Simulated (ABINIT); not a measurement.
# Quasiparticle gap of Na2H6Pt (Fm-3m) in ABINIT, part 2 of 3

How does a plane-wave GW calculation on Na2H6Pt (Fm-3m) run from the first input to the gap?

ABINIT 10.8.3; LDA and many-body steps on it, plane waves. Known limits of the many-body steps: not at the basis limit; no spin polarisation; d states lean on the start; no spin-orbit coupling; coarse k mesh.

So far. Step 2 (Ground state): The gap is indirect, with the least direct gap 0.81 eV higher.

**3. Bands along the symmetry lines**

Level of this step: DFT, LDA, plane waves, norm-conserving pseudopotentials (ABINIT).

Levels along a band path, at the cheap level, show where the edges lie and whether the meshes to come will hold them.

File run.abi:

```
acell 3*1.0 Angstrom
rprim 
  0.000000000000 3.629315950000 3.629315950000
  3.629315950000 0.000000000000 3.629315950000
  3.629315950000 3.629315950000 0.000000000000
ntypat 3
znucl 11 1 78
natom 9
typat 1 1 2 2 2 2 2 2 3
xred 
  0.750000000000 0.750000000000 0.750000000000
  0.250000000000 0.250000000000 0.250000000000
  0.774464350000 0.774464350000 0.225535650000
  0.225535650000 0.774464350000 0.225535650000
  0.774464350000 0.225535650000 0.225535650000
  0.225535650000 0.225535650000 0.774464350000
  0.774464350000 0.225535650000 0.774464350000
  0.225535650000 0.774464350000 0.774464350000
  0.000000000000 0.000000000000 0.000000000000
pp_dirpath "pseudos"
pseudos "Na.upf, H.upf, Pt.upf"
ecut 38
iscf -2
irdden 1
kptopt 0
nkpt 26
kpt 
  0.00000000 0.00000000 0.00000000
  0.12500000 0.00000000 0.12500000
  0.25000000 0.00000000 0.25000000
  0.37500000 0.00000000 0.37500000
  0.50000000 0.00000000 0.50000000
  0.53125000 0.06250000 0.53125000
  0.56250000 0.12500000 0.56250000
  0.59375000 0.18750000 0.59375000
  0.62500000 0.25000000 0.62500000
  0.37500000 0.37500000 0.75000000
  0.28125000 0.28125000 0.56250000
  0.18750000 0.18750000 0.37500000
  0.09375000 0.09375000 0.18750000
  0.00000000 0.00000000 0.00000000
  0.12500000 0.12500000 0.12500000
  0.25000000 0.25000000 0.25000000
  0.37500000 0.37500000 0.37500000
  0.50000000 0.50000000 0.50000000
  0.50000000 0.43750000 0.56250000
  0.50000000 0.37500000 0.62500000
  0.50000000 0.31250000 0.68750000
  0.50000000 0.25000000 0.75000000
  0.50000000 0.18750000 0.68750000
  0.50000000 0.12500000 0.62500000
  0.50000000 0.06250000 0.56250000
  0.50000000 0.00000000 0.50000000
istwfk *1
nband 28
nbdbuf 2
tolwfr 1e-08
nstep 40
prtwf 0
prtvol 0
indata_prefix "in"
outdata_prefix "out"
tmpdata_prefix "tmp"
```

Launch:

```sh
> OMP_NUM_THREADS=1 mpirun -n 4 abinit run.abi > log
```

Numbers of over 12 decimals in the logs are rounded to 6 here.

Log:

```text
.Version 10.8.3 of ABINIT. v10.8.2 released Aug 2026.

 Symmetries : space group Fm -3 m (#225); Bravais cF (face-center cubic)
[... echo of the input left out ...]
== DATASET  1 ==================================================================
-   mpi_nproc: 4, omp_nthreads: 1 (-1 if OMP is not activated)

--- !DatasetInfo
iteration_state: {dtset: 1, }
dimensions: {natom: 9, nkpt: 26, mband: 28, nsppol: 1, nspinor: 1, nspden: 1, mpw: 7261, }
cutoff_energies: {ecut:  38.0, pawecutdg:  -1.0, }
electrons: {nelect:   4.20000000E+01, charge:   0.00000000E+00, occopt:   1.00000000E+00, tsmear:   1.00000000E-02, }

 Real(R)+Recip(G) space primitive vectors, cartesian coordinates (Bohr,Bohr^-1):
 R(1)=  0.0000000  6.8584132  6.8584132  G(1)= -0.0729032  0.0729032  0.0729032
 R(2)=  6.8584132  0.0000000  6.8584132  G(2)=  0.0729032 -0.0729032  0.0729032
 R(3)=  6.8584132  6.8584132  0.0000000  G(3)=  0.0729032  0.0729032 -0.0729032
 Unit cell volume ucvol=  6.4520976E+02 bohr^3
 Angles (23,13,12)=  6.00000000E+01  6.00000000E+01  6.00000000E+01 degrees

 getcut: wavevector=  0.0000  0.0000  0.0000  ngfft=  54  54  54
         ecut(hartree)=     38.000   => boxcut(ratio)=   2.00700

--- Pseudopotential description ------------------------------------------------
- Na Generated using ONCVPSP code by D. R. Hamann
- 11.00000   9.00000  180309                  znucl, zion, pspdat
12 -1012 1 -1 1968                            pspcod,pspxc,lmax,lloc,mmax
     nproj     2     2     0     0
  pspatm : epsatm=    9.37365322
         --- l  ekb(1:nproj) -->
             0    2.664741   -0.674314
             1   -6.796556   -2.419774
 pspatm: atomic psp has been read  and splines computed

- H Generated using ONCVPSP code by D. R. Hamann
-  1.00000   1.00000  180309                  znucl, zion, pspdat
12 -1012 1 -1 1180                            pspcod,pspxc,lmax,lloc,mmax
     nproj     2     1     0     0
  pspatm : epsatm=    0.35439867
         --- l  ekb(1:nproj) -->
             0   -1.665338   -0.519510
             1   -0.275071
 pspatm: atomic psp has been read  and splines computed

- Pt Generated using ONCVPSP code by D. R. Hamann
- 78.00000  18.00000  180309                  znucl, zion, pspdat
12 -1012 3 -1 1340                            pspcod,pspxc,lmax,lloc,mmax
     nproj     2     2     2     2
  pspatm : epsatm=   26.53268550
         --- l  ekb(1:nproj) -->
[...]
pspatm: atomic psp has been read  and splines computed

--------------------------------------------------------------------------------

================================================================================
 prteigrs : about to open file out_EIG
 Non-SCF case, kpt    1 (  0.00000  0.00000  0.00000), residuals and eigenvalues=
  3.65E-09  2.03E-09  3.12E-09  5.18E-09  2.28E-09  2.85E-09  1.73E-09  3.23E-09
[...]
Non-SCF case, kpt   26 (  0.50000  0.00000  0.50000), residuals and eigenvalues=
[...]
-1.7843E-01 -1.5772E-01 -1.4913E-01 -5.2532E-02 -4.8561E-02 -3.7281E-02
 -3.7281E-02 -1.8593E-02 -1.8593E-02  1.3263E-01  2.5621E-01  3.0497E-01
[...]
--- !ResultsGS
iteration_state: {dtset: 1, }
comment   : Summary of ground state results
lattice_vectors:
- [  0.0000000,   6.8584132,   6.8584132, ]
- [  6.8584132,   0.0000000,   6.8584132, ]
- [  6.8584132,   6.8584132,   0.0000000, ]
lattice_lengths: [   9.69926,    9.69926,    9.69926, ]
lattice_angles: [ 60.000,  60.000,  60.000, ] # degrees, (23, 13, 12)
lattice_volume:   6.4520976E+02
convergence: {deltae:  0.000E+00, res2:  0.000E+00, residm:  9.981E-09, diffor:  0.000E+00, }
etotal    :  -2.25490342E+02
entropy   :   0.00000000E+00
fermie    :   1.13493423E-02
cartesian_stress_tensor: null
pressure_GPa: null
xred      :
- [  7.5000E-01,   7.5000E-01,   7.5000E-01, Na]
- [  2.5000E-01,   2.5000E-01,   2.5000E-01, Na]
- [  7.7446E-01,   7.7446E-01,   2.2554E-01,  H]
- [  2.2554E-01,   7.7446E-01,   2.2554E-01,  H]
- [  7.7446E-01,   2.2554E-01,   2.2554E-01,  H]
- [  2.2554E-01,   2.2554E-01,   7.7446E-01,  H]
- [  7.7446E-01,   2.2554E-01,   7.7446E-01,  H]
- [  2.2554E-01,   7.7446E-01,   7.7446E-01,  H]
- [  0.0000E+00,   0.0000E+00,   0.0000E+00, Pt]
cartesian_forces: null
force_length_stats: {min: null, max: null, mean: null, }

 Integrated electronic density in atomic spheres:
 ------------------------------------------------
 Atom  Sphere_radius  Integrated_density
[...]
================================================================================

 ----iterations are completed or convergence reached----

 Mean square residual over all n,k,spin=   48.824E-10; max=  99.815E-10
 reduced coordinates (array xred) for    9 atoms
[...]
0.225535650000      0.774464350000      0.774464350000
       0.000000000000      0.000000000000      0.000000000000

 cartesian coordinates (angstrom) at end:
[...]
length scales=  1.889726125908  1.889726125908  1.889726125908 bohr
              =  1.000000000000  1.000000000000  1.000000000000 angstroms
 prteigrs : about to open file out_EIG
 Eigenvalues (hartree) for nkpt=  26  k points:
 kpt#   1, nband= 28, wtk=  1.00000, kpt=  0.0000  0.0000  0.0000 (reduced coord)
[...]
kpt#   2, nband= 28, wtk=  1.00000, kpt=  0.1250  0.0000  0.1250 (reduced coord)
[...]
kpt#   3, nband= 28, wtk=  1.00000, kpt=  0.2500  0.0000  0.2500 (reduced coord)
[...]
kpt#  25, nband= 28, wtk=  1.00000, kpt=  0.5000  0.0625  0.5625 (reduced coord)
[...]
0.32580    0.39309    0.39494    0.40833
 kpt#  26, nband= 28, wtk=  1.00000, kpt=  0.5000  0.0000  0.5000 (reduced coord)
[...]
-0.77466   -0.77360   -0.77360   -0.77350   -0.17843   -0.15772   -0.14913   -0.05253
  -0.04856   -0.03728   -0.03728   -0.01859   -0.01859    0.13263    0.25621    0.30497
   0.32789    0.39355    0.39355    0.41493

== END DATASET(S) ==============================================================
================================================================================

 -outvars: echo values of variables after computation  --------
            nband          28
             nkpt          26
          spgroup         225
 [... the other variables as echoed above ...]

 Calculation completed.
```

Wall time 34 s (4 MPI ranks of Arm Neoverse V1, shared host); peak memory 0.38 GiB; 2.3 min of CPU time.

Numbers from this step:

* gap: 3.283 eV
* k of the valence top: 0.1875, 0.1875, 0.375
* k of the conduction bottom: 0.5, 0, 0.5
* least direct gap: 4.115 eV

The gap is 3.283 eV, −0.017 eV from the run before at this level.

Electronic bands along the path, in eV, zero at the top of the highest filled band:

| point | band 18 | band 19 | band 20 | band 21 | band 22 | band 23 | band 24 | band 25 |
| --- | --- | --- | --- | --- | --- | --- | --- | --- |
| Γ | -1.52 | -0.25 | -0.25 | -0.25 | 5.58 | 7.25 | 7.25 | 8.20 |
| halfway | -1.47 | -0.95 | -0.51 | -0.51 | 4.61 | 7.17 | 7.33 | 7.53 |
| X | -1.34 | -1.34 | -0.83 | -0.83 | 3.28 | 6.65 | 7.97 | 8.60 |
| halfway | -1.35 | -1.30 | -0.98 | -0.75 | 3.52 | 6.79 | 7.52 | 8.49 |
| U | -1.36 | -1.25 | -1.17 | -0.53 | 4.05 | 6.71 | 7.20 | 8.23 |
| jump to K | -1.36 | -1.25 | -1.17 | -0.53 | 4.05 | 6.71 | 7.20 | 8.23 |
| halfway | -1.46 | -1.35 | -0.57 | 0.00 | 5.67 | 5.89 | 7.02 | 7.64 |
| Γ | -1.52 | -0.25 | -0.25 | -0.25 | 5.58 | 7.25 | 7.25 | 8.20 |
| halfway | -1.48 | -1.23 | -0.15 | -0.15 | 6.17 | 6.17 | 6.49 | 7.61 |
| L | -1.43 | -1.43 | -0.06 | -0.06 | 5.60 | 5.60 | 6.62 | 6.95 |
| halfway | -1.41 | -1.40 | -0.63 | -0.31 | 4.82 | 5.87 | 7.38 | 7.83 |
| W | -1.34 | -1.09 | -1.09 | -0.96 | 4.48 | 6.06 | 7.63 | 7.63 |
| halfway | -1.34 | -1.27 | -0.91 | -0.90 | 3.75 | 6.92 | 7.09 | 8.35 |
| X | -1.34 | -1.34 | -0.83 | -0.83 | 3.28 | 6.65 | 7.97 | 8.60 |

**4. Empty states on the mesh, 2×2×2 mesh, 66 bands**

The sums over transitions need many empty states on a uniform mesh; this step solves for them.

File run.abi:

```
acell 3*1.0 Angstrom
rprim 
  0.000000000000 3.629315950000 3.629315950000
  3.629315950000 0.000000000000 3.629315950000
  3.629315950000 3.629315950000 0.000000000000
ntypat 3
znucl 11 1 78
natom 9
typat 1 1 2 2 2 2 2 2 3
xred 
  0.750000000000 0.750000000000 0.750000000000
  0.250000000000 0.250000000000 0.250000000000
  0.774464350000 0.774464350000 0.225535650000
  0.225535650000 0.774464350000 0.225535650000
  0.774464350000 0.225535650000 0.225535650000
  0.225535650000 0.225535650000 0.774464350000
  0.774464350000 0.225535650000 0.774464350000
  0.225535650000 0.774464350000 0.774464350000
  0.000000000000 0.000000000000 0.000000000000
pp_dirpath "pseudos"
pseudos "Na.upf, H.upf, Pt.upf"
ecut 38
ngkpt 2 2 2
nshiftk 1
shiftk 0 0 0
kptopt 1
chksymbreak 0
iscf -2
irdden 1
istwfk *1
nband 66
nbdbuf 6
tolwfr 1e-09
nstep 60
prtvol 0
indata_prefix "in"
outdata_prefix "out"
tmpdata_prefix "tmp"
```

Log:

```text
.Version 10.8.3 of ABINIT. v10.8.2 released Aug 2026.

 Symmetries : space group Fm -3 m (#225); Bravais cF (face-center cubic)
[... echo of the input left out ...]
== DATASET  1 ==================================================================
-   mpi_nproc: 4, omp_nthreads: 1 (-1 if OMP is not activated)
-    --> not optimal distribution: autoparal keyword recommended in input file <--

--- !DatasetInfo
iteration_state: {dtset: 1, }
dimensions: {natom: 9, nkpt: 3, mband: 66, nsppol: 1, nspinor: 1, nspden: 1, mpw: 7239, }
cutoff_energies: {ecut:  38.0, pawecutdg:  -1.0, }
electrons: {nelect:   4.20000000E+01, charge:   0.00000000E+00, occopt:   1.00000000E+00, tsmear:   1.00000000E-02, }

 Real(R)+Recip(G) space primitive vectors, cartesian coordinates (Bohr,Bohr^-1):
 R(1)=  0.0000000  6.8584132  6.8584132  G(1)= -0.0729032  0.0729032  0.0729032
 R(2)=  6.8584132  0.0000000  6.8584132  G(2)=  0.0729032 -0.0729032  0.0729032
 R(3)=  6.8584132  6.8584132  0.0000000  G(3)=  0.0729032  0.0729032 -0.0729032
 Unit cell volume ucvol=  6.4520976E+02 bohr^3
 Angles (23,13,12)=  6.00000000E+01  6.00000000E+01  6.00000000E+01 degrees

 getcut: wavevector=  0.0000  0.0000  0.0000  ngfft=  54  54  54
         ecut(hartree)=     38.000   => boxcut(ratio)=   2.00700

--- Pseudopotential description ------------------------------------------------
- Na Generated using ONCVPSP code by D. R. Hamann
- 11.00000   9.00000  180309                  znucl, zion, pspdat
12 -1012 1 -1 1968                            pspcod,pspxc,lmax,lloc,mmax
     nproj     2     2     0     0
  pspatm : epsatm=    9.37365322
         --- l  ekb(1:nproj) -->
             0    2.664741   -0.674314
             1   -6.796556   -2.419774
 pspatm: atomic psp has been read  and splines computed

- H Generated using ONCVPSP code by D. R. Hamann
-  1.00000   1.00000  180309                  znucl, zion, pspdat
12 -1012 1 -1 1180                            pspcod,pspxc,lmax,lloc,mmax
     nproj     2     1     0     0
  pspatm : epsatm=    0.35439867
         --- l  ekb(1:nproj) -->
             0   -1.665338   -0.519510
             1   -0.275071
 pspatm: atomic psp has been read  and splines computed

- Pt Generated using ONCVPSP code by D. R. Hamann
- 78.00000  18.00000  180309                  znucl, zion, pspdat
12 -1012 3 -1 1340                            pspcod,pspxc,lmax,lloc,mmax
     nproj     2     2     2     2
  pspatm : epsatm=   26.53268550
         --- l  ekb(1:nproj) -->
[...]
pspatm: atomic psp has been read  and splines computed

--------------------------------------------------------------------------------

================================================================================
 prteigrs : about to open file out_EIG
 Non-SCF case, kpt    1 (  0.00000  0.00000  0.00000), residuals and eigenvalues=
[...]
2.92E-05  7.19E-05
 -3.5674E+00 -1.8786E+00 -1.8786E+00 -1.8786E+00 -1.7843E+00 -1.7842E+00
 -7.7452E-01 -7.7452E-01 -7.7452E-01 -7.7369E-01 -7.7369E-01 -7.7369E-01
 -2.1577E-01 -1.5236E-01 -1.5236E-01 -4.4000E-02 -4.4000E-02 -4.4000E-02
[...]
1.0342E+00  1.0442E+00  1.0782E+00  1.0782E+00  1.0782E+00  1.0935E+00
  1.0935E+00  1.0935E+00  1.1215E+00  1.1215E+00  1.1599E+00  1.1613E+00
 prteigrs : prtvol=0 or 1, do not print more k-points.

--- !ResultsGS
iteration_state: {dtset: 1, }
comment   : Summary of ground state results
lattice_vectors:
- [  0.0000000,   6.8584132,   6.8584132, ]
- [  6.8584132,   0.0000000,   6.8584132, ]
- [  6.8584132,   6.8584132,   0.0000000, ]
lattice_lengths: [   9.69926,    9.69926,    9.69926, ]
lattice_angles: [ 60.000,  60.000,  60.000, ] # degrees, (23, 13, 12)
lattice_volume:   6.4520976E+02
convergence: {deltae:  0.000E+00, res2:  0.000E+00, residm:  9.741E-10, diffor:  0.000E+00, }
etotal    :  -2.25490342E+02
entropy   :   0.00000000E+00
fermie    :   1.13493423E-02
cartesian_stress_tensor: null
pressure_GPa: null
xred      :
- [  7.5000E-01,   7.5000E-01,   7.5000E-01, Na]
- [  2.5000E-01,   2.5000E-01,   2.5000E-01, Na]
- [  7.7446E-01,   7.7446E-01,   2.2554E-01,  H]
- [  2.2554E-01,   7.7446E-01,   2.2554E-01,  H]
- [  7.7446E-01,   2.2554E-01,   2.2554E-01,  H]
- [  2.2554E-01,   2.2554E-01,   7.7446E-01,  H]
- [  7.7446E-01,   2.2554E-01,   7.7446E-01,  H]
- [  2.2554E-01,   7.7446E-01,   7.7446E-01,  H]
- [  0.0000E+00,   0.0000E+00,   0.0000E+00, Pt]
cartesian_forces: null
force_length_stats: {min: null, max: null, mean: null, }

 Integrated electronic density in atomic spheres:
 ------------------------------------------------
 Atom  Sphere_radius  Integrated_density
[...]
================================================================================

 ----iterations are completed or convergence reached----

 Mean square residual over all n,k,spin=   42.463E-11; max=  97.414E-11
 reduced coordinates (array xred) for    9 atoms
[...]
0.225535650000      0.774464350000      0.774464350000
       0.000000000000      0.000000000000      0.000000000000

 cartesian coordinates (angstrom) at end:
    1      5.443974     5.443974     5.443974
    2      1.814658     1.814658     1.814658
    3      3.629316     3.629316     5.621552
[...]
8      5.621552     3.629316     3.629316
    9      0.000000     0.000000     0.000000
 length scales=  1.889726125908  1.889726125908  1.889726125908 bohr
              =  1.000000000000  1.000000000000  1.000000000000 angstroms
 prteigrs : about to open file out_EIG
 Eigenvalues (hartree) for nkpt=   3  k points:
 kpt#   1, nband= 66, wtk=  0.12500, kpt=  0.0000  0.0000  0.0000 (reduced coord)
[...]
0.96153    0.97152    0.97152    0.97152    1.03416    1.03416    1.03416    1.04423
   1.07819    1.07819    1.07819    1.09349    1.09349    1.09349    1.12146    1.12146
   1.15993    1.16134
 prteigrs : prtvol=0 or 1, do not print more k-points.

== END DATASET(S) ==============================================================
================================================================================

 -outvars: echo values of variables after computation  --------
            nband          66
             nkpt           3
          spgroup         225
 [... the other variables as echoed above ...]

 Calculation completed.
```

Wall time 16 s (4 MPI ranks); peak memory 0.32 GiB; 64 s of CPU time.

Numbers from this step:

```
gap                                                           : 3.341 eV
k of the valence top                                          : 0.5, 0, 0
k of the conduction bottom                                    : 0.5, 0.5, 0
least direct gap                                              : 4.115 eV
k points computed                                             : 3
lowest point of the top converged band, above the valence top : 29.49 eV
```

On this mesh the gap is 3.341 eV. The earlier step found 3.300 eV, so this mesh misses an edge.

**5. Screening, 2×2×2 mesh, 60 bands, screening to 87.1 eV**

The RPA dielectric matrix is built and inverted for each q.

This step: RPA screening on LDA, plane waves, norm-conserving pseudopotentials.

Changes to run.abi since step 4:

```diff
@@ -27,10 +27,11 @@
 chksymbreak 0
-iscf -2
-irdden 1
 istwfk *1
-nband 66
-nbdbuf 6
-tolwfr 1e-09
-nstep 60
-prtvol 0
+occopt 1
+irdwfk 1
+optdriver 3
+nband 60
+ecuteps 3.2
+inclvkb 2
+awtr 1
+symchi 1
 indata_prefix "in"
```

Log:

```text
.Version 10.8.3 of ABINIT. v10.8.2 released Aug 2026.

 Symmetries : space group Fm -3 m (#225); Bravais cF (face-center cubic)
[... echo of the input left out ...]
== DATASET  1 ==================================================================
-   mpi_nproc: 4, omp_nthreads: 1 (-1 if OMP is not activated)

--- !DatasetInfo
iteration_state: {dtset: 1, }
dimensions: {natom: 9, nkpt: 3, mband: 60, nsppol: 1, nspinor: 1, nspden: 1, mpw: 7239, }
cutoff_energies: {ecut:  38.0, pawecutdg:  -1.0, }
electrons: {nelect:   4.20000000E+01, charge:   0.00000000E+00, occopt:   1.00000000E+00, tsmear:   1.00000000E-02, }

 SCREENING: Calculation of the susceptibility and dielectric matrices

 Based on a program developped by R.W. Godby, V. Olevano, G. Onida, and L. Reining.
 Incorporated in ABINIT by V. Olevano, G.-M. Rignanese, and M. Torrent.
.Using double precision arithmetic ; gwpc =  8

[... cell and pseudopotentials left out ...]
--------------------------------------------------------------------------------

 ==== K-mesh for the wavefunctions ====
 Number of points in the irreducible wedge :     3
[... list of points left out ...]
 Together with 48 symmetry operations and time-reversal symmetry
 yields     8 points in the full Brillouin Zone.

 ==== Q-mesh for the screening function ====
 Number of points in the irreducible wedge :     3
[... list of points left out ...]
 Together with 48 symmetry operations and time-reversal symmetry
 yields     8 points in the full Brillouin Zone.

 setmesh: FFT mesh size selected  =    36x   36x   36
          total number of points  =        46656

 vcoul_init : cutoff-mode = AUXILIARY_FUNCTION
 q-points for optical limit:   1
     1)      0.000010    0.000020    0.000030

- screening: taking advantage of time-reversal symmetry
- Maximum band index for partially occupied states nbvw = 21
- Remaining bands to be divided among processors   nbcw = 39
- Number of bands treated by each node ~9

 Number of electrons calculated from density =   42.0000; Expected =   42.0000
 average of density, n =  0.065095
 r_s =    1.5421
 omega_plasma =   24.6110 [eV]

 calculating chi0 at frequencies [eV] :
  1    0.000000E+00    0.000000E+00
  2    0.000000E+00    2.461103E+01

--------------------------------------------------------------------------------
  q-point number  1        q = ( 0.000000, 0.000000, 0.000000) [r.l.u.]
--------------------------------------------------------------------------------
[... chi0 elements left out ...]
 For q-point:  0.000010 0.000020 0.000030
  dielectric constant =   4.1003
  dielectric constant without local fields =   5.0682

  Average fulfillment of the sum rule on Im[epsilon] for q-point    1 :     32.21  [%]
[... wings left out ...]
  q-point number  2        q = ( 0.500000, 0.000000, 0.000000) [r.l.u.]
--------------------------------------------------------------------------------
[... chi0 elements left out ...]
  Average fulfillment of the sum rule on Im[epsilon] for q-point    2 :     39.52  [%]

 [... 1 further q-points ...]
```

Wall time 7.7 s (4 MPI ranks); peak memory 1.2 GiB.

Numbers from this step:

```yaml
eps_infinity_with_local_fields_on_this_mesh_along_the_program_s_q_direction: 4.100
the_same_without_local_fields: 5.068
plasma_frequency: 24.61 eV
plane_waves_in_the_screening_matrix: 169
```

Local fields lower ε∞ by 19 %. On a Γ-centred mesh this coarse the value itself is usually too large, while a short band sum pulls it down.

(Part 2 of 3 ends here.)

[Paths, hosts, dates, memory and timing lines, banners, echoed tables and standing remarks are left out of the program output.]

[Logs are printed without paths, hosts, clocks, repeated set-up lines and the standing remarks that a program may print on its own settings, such as how far it seeks lower states.]

[Runs of the session that timed out or met a known fault of the program may be left out.]

[Hosts, paths, dates, database ids (printed as entryN), source tags and the programs' standing remarks are cut or masked in the printed files.]

[G0W0 gaps are taken among the corrected bands and points alone; a level outside them can change the order at an edge.]

[Where Ansatz stands beside ABINIT at settings called matched, ABINIT's density can come from a denser mesh and the files from another edition; pairs whose starting gaps differed by over 0.03 eV were left out, so agreement reads better than it is.]
